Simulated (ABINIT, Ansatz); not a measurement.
## Li2SnF6 (P-31m): bands and cutoff in G0W0 with ABINIT

Aim: raise bands and screening cutoff together for Li2SnF6 (P-31m) and follow gap and time.

Main program and level: ABINIT 10.8.3; PBEsol and many-body steps on it, plane waves.

### Step 1. Starting point

It takes space group P-31m (No. 162, trigonal). The conventional cell has a = 4.910 Å, b = 4.910 Å, c = 4.538 Å, α = 90.00°, β = 90.00°, γ = 120.00°. Nearest to Li lie 6 F at 1.99 Å. Sn has 6 F at 1.99 Å nearest. Nearest to F lie 2 Li at 1.99 Å and 1 Sn at 1.99 Å. Farther neighbours and most contacts between anions are not listed.

Structure file:

```cif
data_structure
_symmetry_space_group_name_H-M 'P 1'
_symmetry_Int_Tables_number 1
_cell_length_a 4.9095
_cell_length_b 4.9095
_cell_length_c 4.5380
_cell_angle_alpha 90.000
_cell_angle_beta 90.000
_cell_angle_gamma 120.000
_cell_volume 94.73
loop_
_atom_site_label
_atom_site_type_symbol
_atom_site_fract_x
_atom_site_fract_y
_atom_site_fract_z
_atom_site_occupancy
Li1 Li 0.66667 0.33333 0.50000 1
Li2 Li 0.33333 0.66667 0.50000 1
Sn3 Sn 0.00000 0.00000 0.00000 1
F4 F 0.32909 0.32909 0.25503 1
F5 F 0.67091 0.67091 0.74497 1
F6 F 0.67091 0.00000 0.25503 1
F7 F 0.32909 0.00000 0.74497 1
F8 F 0.00000 0.67091 0.25503 1
F9 F 0.00000 0.32909 0.74497 1
```

The cell and positions are those that the Materials Project relaxed with its own functionals (PBE, PBE+U or r2SCAN), kept fixed.

### Step 2. Empty states on the mesh, 3×3×2 mesh, 202 bands

This step: ABINIT 10.8.3; DFT, PBEsol, plane waves, norm-conserving pseudopotentials.

The sums over transitions need many empty states on a uniform mesh; this step solves for them.

run.abi

```
acell 3*1.0 Angstrom
rprim 
  4.909513934494 -0.000000000024 0.000000000000
  -2.454756967227 4.251763787517 0.000000000000
  0.000000000000 0.000000000000 4.538039080000
ntypat 3
znucl 3 50 9
natom 9
typat 1 1 2 3 3 3 3 3 3
xred 
  0.666666666667 0.333333333333 0.500000000000
  0.333333333333 0.666666666667 0.500000000000
  0.000000000000 0.000000000000 0.000000000000
  0.329091060000 0.329091060000 0.255027190000
  0.670908940000 0.670908940000 0.744972810000
  0.670908940000 0.000000000000 0.255027190000
  0.329091060000 0.000000000000 0.744972810000
  0.000000000000 0.670908940000 0.255027190000
  0.000000000000 0.329091060000 0.744972810000
pp_dirpath "pseudos"
pseudos "Li.upf, Sn.upf, F.upf"
ecut 36
ngkpt 3 3 2
nshiftk 1
shiftk 0 0 0
kptopt 1
chksymbreak 0
iscf -2
irdden 1
istwfk *1
nband 202
nbdbuf 18
tolwfr 1e-09
nstep 60
prtvol 0
indata_prefix "in"
outdata_prefix "out"
tmpdata_prefix "tmp"
```

Launch:

```sh
OMP_NUM_THREADS=1 mpirun -n 4 abinit run.abi > log
```

Numbers of over 12 decimals in the logs are rounded to 6 here.

Output:

```text
.Version 10.8.3 of ABINIT. v10.8.2 released Aug 2026.

 Symmetries : space group P-3 1 m (#162); Bravais hP (primitive hexag.)
[... echo of the input left out ...]
== DATASET  1 ==================================================================
-   mpi_nproc: 4, omp_nthreads: 1 (-1 if OMP is not activated)

--- !DatasetInfo
iteration_state: {dtset: 1, }
dimensions: {natom: 9, nkpt: 6, mband: 202, nsppol: 1, nspinor: 1, nspden: 1, mpw: 6636, }
cutoff_energies: {ecut:  36.0, pawecutdg:  -1.0, }
[...]
2.85976    2.87688    2.88119    2.88119    2.90909    2.90909    2.91248    2.95718
   2.96933    2.96960    2.97037    2.97306    2.97657    2.98121    2.98344    2.98463
   2.98916    2.99305
 prteigrs : prtvol=0 or 1, do not print more k-points.

== END DATASET(S) ==============================================================
================================================================================

 -outvars: echo values of variables after computation  --------
            nband         202
             nkpt           6
          spgroup         162
 [... the other variables as echoed above ...]

 Calculation completed.
```

It took 2.8 min on 4 MPI ranks of Arm Neoverse N1, shared host; peak memory 0.46 GiB; 11 min of CPU time.

This step gave:

| Item | Value |
| --- | --- |
| gap | 5.229 eV |
| k of the valence top | 0.3333, 0, 0 |
| k of the conduction bottom | 0, 0, 0 |
| least direct gap | 5.249 eV |
| k points computed | 6 |
| lowest point of the top converged band, above the valence top | 76.7443 eV |

On this mesh the gap is 5.229 eV.

The density comes from a self-consistent run that is not shown.

### Step 3. Screening, 3×3×2 mesh, 50 bands, screening to 62.6 eV

The RPA dielectric matrix is built and inverted for each q.

This step: RPA screening on PBEsol, plane waves, norm-conserving pseudopotentials.

Changes to run.abi since step 2:

```diff
@@ -27,10 +27,11 @@
 chksymbreak 0
-iscf -2
-irdden 1
 istwfk *1
-nband 202
-nbdbuf 18
-tolwfr 1e-09
-nstep 60
-prtvol 0
+occopt 1
+irdwfk 1
+optdriver 3
+nband 50
+ecuteps 2.3
+inclvkb 2
+awtr 1
+symchi 1
 indata_prefix "in"
```

Output:

```text
.Version 10.8.3 of ABINIT. v10.8.2 released Aug 2026.

 Symmetries : space group P-3 1 m (#162); Bravais hP (primitive hexag.)
[... echo of the input left out ...]
== DATASET  1 ==================================================================
-   mpi_nproc: 4, omp_nthreads: 1 (-1 if OMP is not activated)

--- !DatasetInfo
iteration_state: {dtset: 1, }
dimensions: {natom: 9, nkpt: 6, mband: 50, nsppol: 1, nspinor: 1, nspden: 1, mpw: 6636, }
cutoff_energies: {ecut:  36.0, pawecutdg:  -1.0, }
electrons: {nelect:   6.20000000E+01, charge:   0.00000000E+00, occopt:   1.00000000E+00, tsmear:   1.00000000E-02, }

 SCREENING: Calculation of the susceptibility and dielectric matrices

 Based on a program developped by R.W. Godby, V. Olevano, G. Onida, and L. Reining.
 Incorporated in ABINIT by V. Olevano, G.-M. Rignanese, and M. Torrent.
.Using double precision arithmetic ; gwpc =  8

[... cell and pseudopotentials left out ...]
--------------------------------------------------------------------------------

 ==== K-mesh for the wavefunctions ====
 Number of points in the irreducible wedge :     6
[... list of points left out ...]
 Together with 12 symmetry operations and time-reversal symmetry
 yields    18 points in the full Brillouin Zone.

 ==== Q-mesh for the screening function ====
 Number of points in the irreducible wedge :     6
[... list of points left out ...]
 Together with 12 symmetry operations and time-reversal symmetry
 yields    18 points in the full Brillouin Zone.

 setmesh: FFT mesh size selected  =    27x   27x   30
          total number of points  =        21870

 vcoul_init : cutoff-mode = AUXILIARY_FUNCTION
 q-points for optical limit:   1
     1)      0.000010    0.000020    0.000030

- screening: taking advantage of time-reversal symmetry
- Maximum band index for partially occupied states nbvw = 31
- Remaining bands to be divided among processors   nbcw = 19
- Number of bands treated by each node ~4

 Number of electrons calculated from density =   62.0000; Expected =   62.0000
 average of density, n =  0.096988
 r_s =    1.3502
 omega_plasma =   30.0411 [eV]

 calculating chi0 at frequencies [eV] :
  1    0.000000E+00    0.000000E+00
  2    0.000000E+00    3.004106E+01

--------------------------------------------------------------------------------
  q-point number  1        q = ( 0.000000, 0.000000, 0.000000) [r.l.u.]
--------------------------------------------------------------------------------
[... chi0 elements left out ...]
 For q-point:  0.000010 0.000020 0.000030
  dielectric constant =   2.0641
  dielectric constant without local fields =   2.1656

  Average fulfillment of the sum rule on Im[epsilon] for q-point    1 :     13.64  [%]
[... wings left out ...]
  q-point number  2        q = ( 0.333333, 0.000000, 0.000000) [r.l.u.]
--------------------------------------------------------------------------------
[... chi0 elements left out ...]
  Average fulfillment of the sum rule on Im[epsilon] for q-point    2 :     20.65  [%]

 [... 4 further q-points ...]
```

The job ended after 21 s (4 MPI ranks; peak memory 0.96 GiB).

Numbers from this step:

* ε∞ with local fields, on this mesh, along the program's q direction: 2.064
* the same without local fields: 2.166
* plasma frequency: 30.04 eV
* plane waves in the screening matrix: 107

Local fields lower ε∞ by 5 %. On a Γ-centred mesh this coarse the value itself is usually too large, while a short band sum pulls it down.

### Step 4. 50 bands, 62.6 eV

The self-energy is evaluated for the states that the input lists, and the levels follow from it, in one-shot runs by the linearised quasiparticle equation.

This step: G0W0 on PBEsol, plane waves, norm-conserving pseudopotentials.

Changes to run.abi since step 3:

```diff
@@ -30,8 +30,17 @@
 irdwfk 1
-optdriver 3
+optdriver 4
 nband 50
+gwcalctyp 0
+ecutsigx 36
+symsigma 1
+nkptgw 2
+kptgw 
+  0.3333333333 0.0000000000 0.0000000000
+  0.0000000000 0.0000000000 0.0000000000
+bdgw 
+  30 33
+  29 33
 ecuteps 2.3
-inclvkb 2
-awtr 1
-symchi 1
+irdscr 1
+ppmodel 1
 indata_prefix "in"
```

Output:

```text
.Version 10.8.3 of ABINIT. v10.8.2 released Aug 2026.

 Symmetries : space group P-3 1 m (#162); Bravais hP (primitive hexag.)
[... echo of the input left out ...]
== DATASET  1 ==================================================================
-   mpi_nproc: 4, omp_nthreads: 1 (-1 if OMP is not activated)

--- !DatasetInfo
iteration_state: {dtset: 1, }
dimensions: {natom: 9, nkpt: 6, mband: 50, nsppol: 1, nspinor: 1, nspden: 1, mpw: 6636, }
cutoff_energies: {ecut:  36.0, pawecutdg:  -1.0, }
electrons: {nelect:   6.20000000E+01, charge:   0.00000000E+00, occopt:   1.00000000E+00, tsmear:   1.00000000E-02, }

 SIGMA: Calculation of the GW corrections

 Based on a program developped by R.W. Godby, V. Olevano, G. Onida, and L. Reining.
 Incorporated in ABINIT by V. Olevano, G.-M. Rignanese, and M. Torrent.
.Using double precision arithmetic ; gwpc =  8

[... cell and pseudopotentials left out ...]
--------------------------------------------------------------------------------

 ==== K-mesh for the wavefunctions ====
 Number of points in the irreducible wedge :     6
[... list of points left out ...]
 Together with 12 symmetry operations and time-reversal symmetry
 yields    18 points in the full Brillouin Zone.

 ==== Q-mesh for screening function ====
 Number of points in the irreducible wedge :     6
[... list of points left out ...]
 Together with 12 symmetry operations and time-reversal symmetry
 yields    18 points in the full Brillouin Zone.

 vcoul_init : cutoff-mode = AUXILIARY_FUNCTION
 q-points for optical limit:   1
     1)      0.000010    0.000020    0.000030
 setmesh: FFT mesh size selected  =    45x   45x   48
          total number of points  =        97200

 Number of electrons calculated from density =   62.0000; Expected =   62.0000
 average of density, n =  0.096988
 r_s =    1.3502
 omega_plasma =   30.0411 [eV]

 === KS Band Gaps ===
  >>>> For spin  1
   Minimum direct gap =   5.2491 [eV], located at k-point      :   0.0000  0.0000  0.0000
   Fundamental gap    =   5.2291 [eV], Top of valence bands at :   0.3333  0.0000  0.0000
                                       Bottom of conduction at :   0.0000  0.0000  0.0000
 SIGMA fundamental parameters:
 PLASMON POLE MODEL  1
 number of plane-waves for SigmaX                 6587
 number of plane-waves for SigmaC and W            107
 number of plane-waves for wavefunctions          6587
 number of bands                                    50
 number of independent spin polarizations            1
 number of spinorial components                      1
 number of k-points in IBZ                           6
 number of q-points in IBZ                           6
 number of symmetry operations                      12
 number of k-points in BZ                           18
 number of q-points in BZ                           18
 number of frequencies for dSigma/dE                 9
 frequency step for dSigma/dE [eV]                0.25
 number of omega for Sigma on real axis              0
 max omega for Sigma on real axis  [eV]           0.00
 zcut for avoiding poles [eV]                     0.10

 EPSILON^-1 parameters (SCR file):
 dimension of the eps^-1 matrix on file            107
 dimension of the eps^-1 matrix used               107
 number of plane-waves for wavefunctions          6587
 number of bands                                    50
 number of q-points in IBZ                           6
 number of frequencies                               2
 number of real frequencies                          1
 number of imag frequencies                          1

 matrix elements of self-energy operator (all in [eV])

 Perturbative Calculation

--- !SelfEnergy_ee
iteration_state: {dtset: 1, }
kpoint     : [   0.333,    0.000,    0.000, ]
spin       : 1
KS_gap     :    6.037
QP_gap     :   11.180
Delta_QP_KS:    5.143
data: !SigmaeeData |
     Band     E0 <VxcDFT>   SigX SigC(E0)      Z dSigC/dE  Sig(E)    E-E0       E
       30  -0.842 -22.670 -30.547   4.950   0.806  -0.241 -25.029  -2.359  -3.201
       31  -0.698 -22.820 -30.754   4.983   0.805  -0.242 -25.197  -2.376  -3.075
       32   5.339 -18.184 -13.495  -1.495   0.866  -0.154 -15.418   2.766   8.105
       33   9.720 -14.006  -8.909  -2.023   0.878  -0.139 -11.306   2.700  12.420

--- !SelfEnergy_ee
iteration_state: {dtset: 1, }
kpoint     : [   0.000,    0.000,    0.000, ]
spin       : 1
KS_gap     :    5.249
QP_gap     :   10.146
Delta_QP_KS:    4.897
data: !SigmaeeData |
     Band     E0 <VxcDFT>   SigX SigC(E0)      Z dSigC/dE  Sig(E)    E-E0       E
       29  -0.854 -22.768 -30.553   4.911   0.806  -0.240 -25.085  -2.317  -3.171
       30  -0.854 -22.768 -30.553   4.911   0.806  -0.240 -25.085  -2.317  -3.171
       31  -0.718 -22.877 -30.733   4.938   0.806  -0.241 -25.228  -2.352  -3.070
       32   4.531 -16.624 -12.130  -1.581   0.874  -0.144 -14.079   2.546   7.077
       33  10.132 -12.029  -6.840  -2.135   0.888  -0.126  -9.316   2.713  12.845

== END DATASET(S) ==============================================================
================================================================================

 -outvars: echo values of variables after computation  --------
           etotal      0.0000000000E+00
            nband          50
             nkpt           6
          spgroup         162
 [... the other variables as echoed above ...]

 Calculation completed.
```

Run time: 7.9 s. Hardware: 4 MPI ranks; peak memory 0.76 GiB; 31 s of CPU time.

This step gave:

| Property | Result |
| --- | --- |
| G0W0 gap on the points computed | 10.15 eV |
| starting gap on the mesh | 5.229 eV |
| k of the valence top | 0, 0, 0 |
| k of the conduction bottom | 0, 0, 0 |
| Z at the valence top | 0.806 |
| Z at the conduction bottom | 0.874 |
| least direct G0W0 gap on the computed points | 10.15 eV |

The gap on the mesh goes from 5.23 eV to 10.15 eV, a correction of +4.92 eV.

### Step 5. Screening, 3×3×2 mesh, 93 bands, screening to 114.3 eV

This step: RPA screening on PBEsol, plane waves, norm-conserving pseudopotentials.

Changes to run.abi since step 4:

```diff
@@ -30,17 +30,8 @@
 irdwfk 1
-optdriver 4
-nband 50
-gwcalctyp 0
-ecutsigx 36
-symsigma 1
-nkptgw 2
-kptgw 
-  0.3333333333 0.0000000000 0.0000000000
-  0.0000000000 0.0000000000 0.0000000000
-bdgw 
-  30 33
-  29 33
-ecuteps 2.3
-irdscr 1
-ppmodel 1
+optdriver 3
+nband 93
+ecuteps 4.2
+inclvkb 2
+awtr 1
+symchi 1
 indata_prefix "in"
```

Output:

```text
.Version 10.8.3 of ABINIT. v10.8.2 released Aug 2026.

 Symmetries : space group P-3 1 m (#162); Bravais hP (primitive hexag.)
[... echo of the input left out ...]
== DATASET  1 ==================================================================
-   mpi_nproc: 4, omp_nthreads: 1 (-1 if OMP is not activated)

--- !DatasetInfo
iteration_state: {dtset: 1, }
dimensions: {natom: 9, nkpt: 6, mband: 93, nsppol: 1, nspinor: 1, nspden: 1, mpw: 6636, }
cutoff_energies: {ecut:  36.0, pawecutdg:  -1.0, }
electrons: {nelect:   6.20000000E+01, charge:   0.00000000E+00, occopt:   1.00000000E+00, tsmear:   1.00000000E-02, }

 SCREENING: Calculation of the susceptibility and dielectric matrices

 Based on a program developped by R.W. Godby, V. Olevano, G. Onida, and L. Reining.
 Incorporated in ABINIT by V. Olevano, G.-M. Rignanese, and M. Torrent.
.Using double precision arithmetic ; gwpc =  8

[... cell and pseudopotentials left out ...]
--------------------------------------------------------------------------------

 ==== K-mesh for the wavefunctions ====
 Number of points in the irreducible wedge :     6
[... list of points left out ...]
 Together with 12 symmetry operations and time-reversal symmetry
 yields    18 points in the full Brillouin Zone.

 ==== Q-mesh for the screening function ====
 Number of points in the irreducible wedge :     6
[... list of points left out ...]
 Together with 12 symmetry operations and time-reversal symmetry
 yields    18 points in the full Brillouin Zone.

 setmesh: FFT mesh size selected  =    30x   30x   32
          total number of points  =        28800

 vcoul_init : cutoff-mode = AUXILIARY_FUNCTION
 q-points for optical limit:   1
     1)      0.000010    0.000020    0.000030

- screening: taking advantage of time-reversal symmetry
- Maximum band index for partially occupied states nbvw = 31
- Remaining bands to be divided among processors   nbcw = 62
- Number of bands treated by each node ~15

 Number of electrons calculated from density =   62.0000; Expected =   62.0000
 average of density, n =  0.096988
 r_s =    1.3502
 omega_plasma =   30.0411 [eV]

 calculating chi0 at frequencies [eV] :
  1    0.000000E+00    0.000000E+00
  2    0.000000E+00    3.004106E+01

--------------------------------------------------------------------------------
  q-point number  1        q = ( 0.000000, 0.000000, 0.000000) [r.l.u.]
--------------------------------------------------------------------------------
[... chi0 elements left out ...]
 For q-point:  0.000010 0.000020 0.000030
  dielectric constant =   2.2156
  dielectric constant without local fields =   2.3765

  Average fulfillment of the sum rule on Im[epsilon] for q-point    1 :     34.88  [%]
[... wings left out ...]
  q-point number  2        q = ( 0.333333, 0.000000, 0.000000) [r.l.u.]
--------------------------------------------------------------------------------
[... chi0 elements left out ...]
  Average fulfillment of the sum rule on Im[epsilon] for q-point    2 :     44.38  [%]

 [... 4 further q-points ...]
```

Wall time 59 s (4 MPI ranks); peak memory 1.1 GiB.

This step gave:

| Property | Result |
| --- | --- |
| ε∞ with local fields, on this mesh, along the program's q direction | 2.216 |
| the same without local fields | 2.377 |
| plasma frequency | 30.04 eV |
| plane waves in the screening matrix | 253 |

(Part 1 of 2 ends here.)

[Paths, hosts, dates, memory and timing lines, banners, echoed tables and standing remarks are left out of the program output.]

[Logs are printed without paths, hosts, clocks, repeated set-up lines and the standing remarks that a program may print on its own settings, such as how far it seeks lower states.]

[Runs of the session that timed out or met a known fault of the program may be left out.]

[No measured gap is set beside runs whose start may be inverted or whose files or cutoffs have a known fault.]

[Hosts, paths, dates, database ids (printed as entryN), source tags and the programs' standing remarks are cut or masked in the printed files.]

[G0W0 gaps are taken among the corrected bands and points alone; a level outside them can change the order at an edge.]

[Where Ansatz stands beside ABINIT at settings called matched, ABINIT's density can come from a denser mesh and the files from another edition; pairs whose starting gaps differed by over 0.03 eV were left out, so agreement reads better than it is.]
